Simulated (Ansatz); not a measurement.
# Starting-point dependence of the GW gap of Ga2S3 (Imm2), part 2 of 2

Aim: G0W0 for Ga2S3 (Imm2) on several starting functionals, at one mesh, band count and screening cutoff.

Ansatz 0.2.0; G0W0 on several functionals, plane waves, PAW. Known limits of the many-body steps: not at the basis limit; no spin-orbit coupling.

So far. Step 3 (G0W0 on r2SCAN): Against the run with 4×4×4 mesh, 248 empty bands, screening to 100 eV, PAW set soft_1 files on LDA, the gap moves by +0.38 eV, while the start moved by +0.72 eV. Step 4 (G0W0 on HSE06): Against the run with 4×4×4 mesh, 248 empty bands, screening to 100 eV, PAW set soft_1 files on r2SCAN, the gap moves by +0.25 eV, while the start moved by +0.64 eV.

In doubt: masses and optical values from hybrid runs of this build are listed as unsure (steps 4, 5, 6), which bears on the screening that GW takes from such a start.

### Step 5. G0W0 on PBE0

This step: G0W0 on PBE0, plane waves, PAW; PAW set soft_1.

The input, input.yaml:

```yaml
crystal:
  lattice:
    - [-1.83633776, 5.57061928, 2.67305246]
    - [1.83633776, -5.57061928, 2.67305246]
    - [1.83633776, 5.57061928, -2.67305246]
  atoms:
    - { symbol: Ga, position: [0.16642079, 0.00736566, 0.15905513] }
    - { symbol: Ga, position: [0.84831053, 0.00736566, 0.84094487] }
    - { symbol: S, position: [0.90747666, 0.24172383, 0.66575283] }
    - { symbol: S, position: [0.575971, 0.24172383, 0.33424717] }
    - { symbol: S, position: [0.25182003, 0.25182003, 0.0] }
kpoints:
  mp_grid: { grid: [4, 4, 4] }
hamiltonian:
  xc: pbe0
  pseudopotentials: { kind: paw, azcp: { folder: soft_1 } }
scf:
  occupations: { method: fixed }
gw:
  n_empty_bands: 248
  ecut_chi: 100
  qp_bands: [v2, c2]
  qp_kpoints: band_edges
  screening: { model: contour_deformation }
```

Run with:

```bash
ansatz run input.yaml --threads 2 --pin off --max-ram 92160MiB --backend cuda --events-out ev --progress --plain --runs-dir out --devices 1 --max-vram 13GiB
```

Numbers of over 12 decimals in the logs are rounded to 6 here.

The program printed:

```text
GPUs: using 1 of 1 available (devices: 1).
[...]
GPU FFT provider: cuFFT
GPU libraries: cuBLAS 13.8.2, cuFFT 12.4.0, cuSOLVER 12.3.4
Crystal: 5 atoms, lattice volume = 109.376 Å³
Basis set: ecut = 420 eV, 2133 PW (Γ)
Bands: 27, of which v1, the nominal top of the filled ones, is band 22 counted from 1 (21 counted from 0)
Symmetry: 4 space group operations
[...]
k-points: 18 of 64 (time reversal used)
[...]
2    23      8.7876    -6.3080    -3.4544    -9.6603  0.8390     8.6856     8.6855  root
     2    24      9.0482    -8.5645    -3.5997   -12.3180  0.8270     9.2021     9.2019  root
[...]
17    21      2.7131   -19.2217     1.8737   -17.3346  0.8045     2.6998     2.6998  root
    17    22      4.6865   -18.8561     2.0550   -16.7539  0.7959     4.6393     4.6393  root
    17    23      8.6085    -6.5803    -3.5871   -10.1046  0.8367     8.5456     8.5456  root
    17    24      9.0018    -8.4327    -3.6152   -12.1787  0.8283     9.1327     9.1326  root
[key lines of the parts left out:]
Free energy (F): -10279.008883 eV
Fermi energy:    4.686507 eV
```

Elapsed: 67 s, on 1 × NVIDIA H100 80GB HBM3 (shared by 6 runs) with 2 threads of AMD EPYC 7R13 (Zen 3), shared host; peak memory 1.8 GiB; 81 s of CPU time.

This step gave:

```yaml
bands_summed: 270
rpa_eps_infinity_on_this_mesh_eigenvalues: 4.109, 4.255, 4.520
plane_waves_in_the_screening_matrix: 239
g0w0_gap_on_the_mesh: 3.469 eV
k_of_the_valence_top: -0.5, -0.5, -0.5
k_of_the_conduction_bottom: 0, 0, 0
starting_gap_on_the_mesh: 3.300 eV
least_direct_g0w0_gap_on_the_computed_points: 3.599 eV
```

Against the run with 4×4×4 mesh, 248 empty bands, screening to 100 eV, PAW set soft_1 files on HSE06, the gap moves by +0.21 eV, while the start moved by +0.70 eV.

### Step 6. G0W0 on Hartree-Fock

This step: G0W0 on Hartree-Fock, plane waves, PAW; PAW set soft_1.

input.yaml, as its differences from that of step 5:

```diff
@@ -14,3 +14,3 @@
 hamiltonian:
-  xc: pbe0
+  xc: hf
   pseudopotentials: { kind: paw, azcp: { folder: soft_1 } }
```

The program printed:

```text
GPUs: using 1 of 1 available (devices: 1).
[...]
GPU FFT provider: cuFFT
GPU libraries: cuBLAS 13.8.2, cuFFT 12.4.0, cuSOLVER 12.3.4
Crystal: 5 atoms, lattice volume = 109.376 Å³
Basis set: ecut = 420 eV, 2133 PW (Γ)
Bands: 27, of which v1, the nominal top of the filled ones, is band 22 counted from 1 (21 counted from 0)
Symmetry: 4 space group operations
[...]
k-points: 18 of 64 (time reversal used)
[...]
2    23     12.2095    -5.4475    -2.7000    -5.4635  0.9010     9.5435     9.5256  root
     2    24     12.9892    -7.3761    -2.7856    -7.3896  0.8957    10.2363    10.2171  root
[...]
17    21      0.6339   -19.1177     1.4127   -19.0752  0.8806     1.9988     2.0041  root
    17    22      2.6793   -18.8121     1.4788   -18.7814  0.8777     4.1209     4.1273  root
    17    23     12.1193    -5.5522    -2.7489    -5.5768  0.9003     9.4136     9.3949  root
    17    24     12.9604    -7.4879    -2.8334    -7.5063  0.8951    10.1654    10.1455  root
[key lines of the parts left out:]
Free energy (F): -10157.985535 eV
Fermi energy:    2.679294 eV
```

Wall time 53 s (1 × NVIDIA H100 80GB HBM3 (shared by 6 runs) with 2 threads); peak memory 1.8 GiB; 58 s of CPU time.

This step gave:

```yaml
bands_summed: 270
rpa_eps_infinity_on_this_mesh_eigenvalues: 2.556, 2.587, 2.613
plane_waves_in_the_screening_matrix: 239
g0w0_gap_on_the_mesh: 5.042 eV
k_of_the_valence_top: -0.5, -0.5, -0.5
k_of_the_conduction_bottom: 0, 0, 0
starting_gap_on_the_mesh: 9.365 eV
least_direct_g0w0_gap_on_the_computed_points: 5.173 eV
```

Against the run with 4×4×4 mesh, 248 empty bands, screening to 100 eV, PAW set soft_1 files on PBE0, the gap moves by +1.57 eV, while the start moved by +6.07 eV.

### Step 7. Side by side

All on the 4×4×4 mesh with 248 empty bands and screening to 100 eV. Times are wall times on 1 × NVIDIA H100 80GB HBM3 (shared by 6 runs) with 2 threads of AMD EPYC 7R13 (Zen 3), shared host, good to a factor of about two.

| start | starting gap (eV) | shift (eV) | G0W0 gap (eV) | RPA ε∞ (harmonic mean) | Z (valence, conduction) | time |
| --- | --- | --- | --- | --- | --- | --- |
| LDA | 1.25 | +1.38 | 2.63 | 6.42 | 0.74, 0.78 | 22 s |
| r2SCAN | 1.97 | +1.05 | 3.01 | 5.23 | 0.76, 0.80 | 25 s |
| HSE06 | 2.60 | +0.66 | 3.26 | 4.65 | 0.78, 0.82 | 70 s |
| PBE0 | 3.30 | +0.17 | 3.47 | 4.29 | 0.80, 0.83 | 67 s |
| Hartree-Fock | 9.37 | −4.32 | 5.04 | 2.59 | 0.88, 0.89 | 53 s |

The parts of the quasiparticle energy at the two band edges (eV; QP = start + Σx + Σc − Vxc):

| run | edge | start | Σx | Σc | Vxc | Z | QP |
| --- | --- | --- | --- | --- | --- | --- | --- |
| LDA | valence top | 5.51 | -18.83 | 2.39 | -15.85 | 0.74 | 4.92 |
| LDA | conduction bottom | 6.76 | -10.24 | -3.77 | -14.81 | 0.78 | 7.55 |
| r2SCAN | valence top | 5.50 | -18.87 | 2.34 | -15.93 | 0.76 | 4.91 |
| r2SCAN | conduction bottom | 7.46 | -9.95 | -3.72 | -14.13 | 0.80 | 7.92 |
| HSE06 | valence top | 5.07 | -18.85 | 2.17 | -16.36 | 0.78 | 4.76 |
| HSE06 | conduction bottom | 7.67 | -9.70 | -3.66 | -13.69 | 0.82 | 8.02 |
| PBE0 | valence top | 4.69 | -18.86 | 2.06 | -16.75 | 0.80 | 4.64 |
| PBE0 | conduction bottom | 7.99 | -9.68 | -3.57 | -13.37 | 0.83 | 8.11 |

For a hybrid start, Vxc holds its share of exact exchange.

### Step 8. Outcome

* G0W0@LDA: 2.63 eV (start 1.25 eV)
* G0W0@r2SCAN: 3.01 eV (start 1.97 eV)
* G0W0@HSE06: 3.26 eV (start 2.60 eV)
* G0W0@PBE0: 3.47 eV (start 3.30 eV)
* G0W0@Hartree-Fock: 5.04 eV (start 9.37 eV)
* known limits: not at the basis limit; no spin-orbit coupling

In words: The starting gaps span 8.12 eV and the G0W0 gaps 2.41 eV. Between LDA and Hartree-Fock, 2.41 eV of the 8.12 eV survives, 30 %. Hartree-Fock screens less than LDA (ε∞ 2.59 against 6.42). Of the 2.41 eV by which its G0W0 gap is higher, the correlation part gives +1.78 eV, and exchange with the one-particle terms, which follow the orbitals, +0.63 eV. On Hartree-Fock the correction is negative: that start lies above its own G0W0 value. The smallest correction, +0.17 eV, is on PBE0, the start nearest to reproducing itself. Bands and cutoff are finite, so the gap is not at the basis limit. The miss can reach some tenths of an eV and take either sign; the mesh is an error of its own. The program warns that the mesh is coarse for exact exchange, which bears on the hybrid start's gap. The many-body steps are scalar-relativistic: spin-orbit coupling is not in them.

[Paths, hosts, dates, memory and timing lines, banners, echoed tables and standing remarks are left out of the program output.]

[Logs are printed without paths, hosts, clocks, repeated set-up lines and the standing remarks that a program may print on its own settings, such as how far it seeks lower states.]

[Runs of the session that timed out or met a known fault of the program may be left out.]

[Cells called generated may have been cut or substituted from an entry of the Crystallography Open Database or the Materials Project.]

[Hosts, paths, dates, database ids (printed as entryN), source tags and the programs' standing remarks are cut or masked in the printed files.]
